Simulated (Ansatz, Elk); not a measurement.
## Bonding as seen by X-rays: CoP2Pt

Structure refinements treat a crystal as free atoms side by side. For a made-up structure of CoP2Pt (cell and positions from a PBE relaxation) the runs below show what the calculated density changes in F(hkl).

Calculated with Elk 11.2.3 (patched build); DFT, PBE, all-electron APW+lo, Dirac cores, scalar-relativistic bands, static density, no spin.

This account leaves out most program logs.

The structure was built from a prototype and need not be the compound's stable phase.

### Step 1. Starting point

It takes space group P6_3/mmc (No. 194, hexagonal). The conventional cell has a = 3.521 Å, b = 3.521 Å, c = 10.367 Å, α = 90.00°, β = 90.00°, γ = 120.00°. Nearest to Pt lie 6 P at 2.57 Å and 2 Co at 2.59 Å. Co has 6 P at 2.28 Å and 2 Pt at 2.59 Å nearest. Nearest to P lie 3 Co at 2.28 Å and 3 Pt at 2.57 Å. Farther neighbours are not listed.

Coordinates:

```cif
data_structure
_symmetry_space_group_name_H-M 'P6_3/mmc'
_symmetry_Int_Tables_number 194
_cell_length_a 3.5211
_cell_length_b 3.5211
_cell_length_c 10.3667
_cell_angle_alpha 90.000
_cell_angle_beta 90.000
_cell_angle_gamma 120.000
_cell_volume 111.31
loop_
_atom_site_label
_atom_site_type_symbol
_atom_site_symmetry_multiplicity
_atom_site_Wyckoff_symbol
_atom_site_fract_x
_atom_site_fract_y
_atom_site_fract_z
_atom_site_occupancy
Pt1 Pt 2 b 0.00000 0.00000 0.75000 1
Co1 Co 2 a 0.00000 0.00000 0.50000 1
P1 P 4 f 0.33333 0.66667 0.40092 1
```

### Step 2. Ground state and structure factors

An all-electron density is needed, since X-rays see the cores too. Task 0 finds the density and task 195 Fourier-transforms it; tshift is off so that phases refer to the origin typed.

File elk.in:

```
tasks
  0
  195

xctype
  20

spinpol
  .false.

rgkmax
  7.0

gmaxvr
  14.0

lmaxo
  7

lmaxapw
  8

swidth
  0.002

tshift
  .false.

ramdisk
  .false.

hmaxvr
  5.5

maxscl
  120

epspot
  1e-06

sppath
  './'

avec
  6.65391896384 0.00000000000 0.00000000000
  -3.32695948192 5.76246285740 -0.00000000000
  0.00000000000 -0.00000000000 19.59016469062

atoms
  3
  'Pt.in'
  2
  0.0000000000 -0.0000000000 0.7500000000   0.000000 0.000000 0.000000
  0.0000000000 0.0000000000 0.2500000000   0.000000 0.000000 0.000000
  'Co.in'
  2
  -0.0000000000 -0.0000000000 0.5000000000   0.000000 0.000000 0.000000
  -0.0000000000 -0.0000000000 -0.0000000000   0.000000 0.000000 0.000000
  'P.in'
  4
  0.3333333333 0.6666666667 0.4009176921   0.000000 0.000000 0.000000
  0.6666666667 0.3333333333 0.5990823079   0.000000 0.000000 0.000000
  0.6666666667 0.3333333333 0.9009176921   0.000000 0.000000 0.000000
  0.3333333333 0.6666666667 0.0990823079   0.000000 0.000000 0.000000

ngridk
  7 7 3
```

Run with:

```sh
$ OMP_NUM_THREADS=4 elk
```

The job ended after 41 s (4 threads of INTEL XEON PLATINUM 8581C at 2.10GHz (Emerald Rapids), shared host; peak memory 0.35 GiB; 1.9 min of CPU time).

SFACRHO.OUT:

```text

h k l indices transformed by vhmat matrix:
   1.000000000       0.000000000       0.000000000    
   0.000000000       1.000000000       0.000000000    
   0.000000000       0.000000000       1.000000000    

      h      k      l  multipl.   |H|            Re(F)            Im(F)           |F|

      0      0      0      1   0.0000000       270.00000      0.71573750E-16   270.00000    
      0      0     -1      2  0.32073162      0.14333316E-13 -0.39090862E-14  0.14856813E-13
      0      0     -2      2  0.64146325      -81.200416      0.52121149E-14   81.200416    
      0      0     -3      2  0.96219487     -0.22151488E-13 -0.78181723E-14  0.23490684E-13
     -1      1      0      6   1.0903646       160.72732      0.13030287E-14   160.72732    
      0      1      1      6   1.1365578       22.423929     -0.52121149E-14   22.423929    
      1      0      1      6   1.1365578      -22.423929      0.10424230E-13   22.423929    
     -1      0     -2      6   1.2650573      -97.496047      0.65151436E-15   97.496047    
     -1      1     -2      6   1.2650573      -97.496047      -0.0000000       97.496047    
      0      0      4      2   1.2829265       143.06426     -0.97727154E-14   143.06426    
     -1      0     -3      6   1.4542056      -32.948610     -0.13030287E-13   32.948610    
      0     -1     -3      6   1.4542056       32.948610      0.16287859E-14   32.948610    
      0      0      5      2   1.6036581      0.39090862E-13  0.11930857E-13  0.40871027E-13
     -1      0     -4      6   1.6836850       176.81515      0.91212011E-14   176.81515    
     -1      0      4      6   1.6836850       176.81515     -0.13030287E-14   176.81515    
     -1      2      0      6   1.8885668       190.12254     -0.17605385E-12   190.12254    
      1      1      1     12   1.9156078     -0.11727259E-13  0.13616650E-12  0.13667057E-12
      0      0      6      2   1.9243897      -111.65877     -0.14984830E-13   111.65877
```

Elk indexes on the primitive cell of elk.in and gives |H| = 4π sin θ/λ in inverse bohr. Below, one row stands for each form hkl of the conventional cell (m members, Friedel mates merged), F is for one primitive cell and the density is static (no thermal factor). Free-atom factors are Waasmaier and Kirfel's, and R is Σm||F|−|F'||/Σm|F|.

```tsv
hkl	m	sin θ/λ (Å⁻¹)	abs F, DFT	neutral atoms	diff.
001	2	0.048	0.000	0.000	+0.000
002	2	0.097	81.200	82.025	-0.825
003	2	0.145	0.000	0.000	+0.000
100	6	0.164	160.727	160.714	+0.013
101	12	0.171	22.424	22.315	+0.109
102	12	0.190	97.496	98.019	-0.523
004	2	0.193	143.064	143.018	+0.046
103	12	0.219	32.949	32.868	+0.081
005	2	0.241	0.000	0.000	+0.000
104	12	0.253	176.815	177.460	-0.645
110	6	0.284	190.123	191.260	-1.137
111	12	0.288	0.000	0.000	+0.000
006	2	0.289	111.659	111.613	+0.046
105	12	0.292	0.962	0.870	+0.093
112	12	0.300	70.871	70.794	+0.077
113	12	0.319	0.000	0.000	+0.000
200	6	0.328	129.616	130.374	-0.758
201	12	0.332	16.273	16.616	-0.342
```

### Step 3. The highest occupied states alone

An energy window below the Fermi level keeps the highest occupied states, to see at which angles they scatter; shallow core shells can lie inside it and anion s states outside. No new self-consistency is needed.

Changes to elk.in since step 2:

```diff
@@ -1,3 +1,2 @@
 tasks
-  0
   195
@@ -40,2 +39,5 @@
 
+wsfac
+  -0.065510 0.675480
+
 sppath
```

Run with:

```sh
$ OMP_NUM_THREADS=4 elk
```

Wall time 11 s (4 threads); peak memory 0.22 GiB; 14 s of CPU time.

States within 12 eV below the Fermi level hold 54.85 electrons; any levels below the window count with the cores, and a count that is not whole means the window cuts a band. Their amplitudes can exceed the total, where window and core parts have opposite phase:

```tsv
hkl	sin θ/λ (Å⁻¹)	abs F, window	abs F, all
001	0.048	0.000	0.000
002	0.097	3.568	81.200
003	0.145	0.000	0.000
100	0.164	18.012	160.727
101	0.171	2.808	22.424
102	0.190	2.315	97.496
004	0.193	14.386	143.064
103	0.219	2.131	32.949
005	0.241	0.000	0.000
104	0.253	11.799	176.815
```

### Step 4. Another functional

The difference from free atoms is small, so it is set against the change that PBEsol makes.

Changes to elk.in since step 3:

```diff
@@ -1,2 +1,3 @@
 tasks
+  0
   195
@@ -4,3 +5,3 @@
 xctype
-  20
+  22
 
@@ -39,5 +40,2 @@
 
-wsfac
-  -0.065510 0.675480
-
 sppath
```

Run with:

```sh
$ OMP_NUM_THREADS=4 elk
```

Wall time 40 s (4 threads); peak memory 0.34 GiB; 1.8 min of CPU time.

Against the first run R = 0.02 %; the largest change is -0.037 at 104.

### Step 5. Basis size

The basis and the expansions that go with it are enlarged, to see whether the differences are converged.

Changes to elk.in since step 4:

```diff
@@ -5,3 +5,3 @@
 xctype
-  22
+  20
 
@@ -11,12 +11,12 @@
 rgkmax
-  7.0
+  8.5
 
 gmaxvr
-  14.0
+  18.0
 
 lmaxo
-  7
+  9
 
 lmaxapw
-  8
+  10
```

Run with:

```sh
$ OMP_NUM_THREADS=4 elk
```

Run time: 92 s. Hardware: 4 threads; peak memory 0.57 GiB; 4.1 min of CPU time.

Against the first run R = 0.01 %; the largest change is -0.026 at 214.

### Step 6. Settings against the effect

```tsv
run	R against the first run (%)	R against neutral atoms, low angle (%)	wall time
PBE, rgkmax 7	0.00	0.36	41 s
PBEsol	0.02	0.36	40 s
rgkmax 8.5 with larger expansions	0.01	0.35	92 s
```

### Step 7. Outcome

```yaml
r_against_neutral_atoms_sin_theta_lambda_0p3_a_minus1: 0.36 %
r_against_neutral_atoms_0p3_to_0p82_a_minus1: 0.23 %
```

In words: Independent neutral atoms miss the calculated amplitudes by R = 0.36 % below 0.3 Å⁻¹ and 0.23 % from there to 0.82 Å⁻¹; by shells, 1.02 % below 0.15 Å⁻¹ (1 form), 0.34 % 0.15 to 0.3 (10 forms), 0.20 % 0.3 to 0.45 (16 forms), 0.24 % above 0.45 (99 forms). Bonding, aspherical density and the tables' own atoms all enter these figures, and the runs don't part them. The largest change of an amplitude is -1.14 electrons, at 110. The window's part falls from 54.9 electrons at the origin to at most 2.79 between 0.45 and 0.82 Å⁻¹, where compact states inside the window still scatter. Below 0.3 Å⁻¹ the changes that finished (PBEsol and rgkmax 8.5 with larger expansions) move F by R = 0.02 % at most, against the 0.36 % that separates it from free atoms. The k-mesh has no finished test. These runs have no spin, though d or f shells may be open. Spin-orbit coupling is left out, which can matter for elements this heavy. Part of the difference isn't bonding: the tables are fits to free atoms and ions calculated by other methods than this functional. Thermal motion, anomalous dispersion and extinction are left out.

[Logs are printed without paths, hosts, clocks, repeated set-up lines and the standing remarks that a program may print on its own settings, such as how far it seeks lower states.]

[Hosts, paths, dates, database ids (printed as entryN), source tags and the programs' standing remarks are cut or masked in the printed files.]
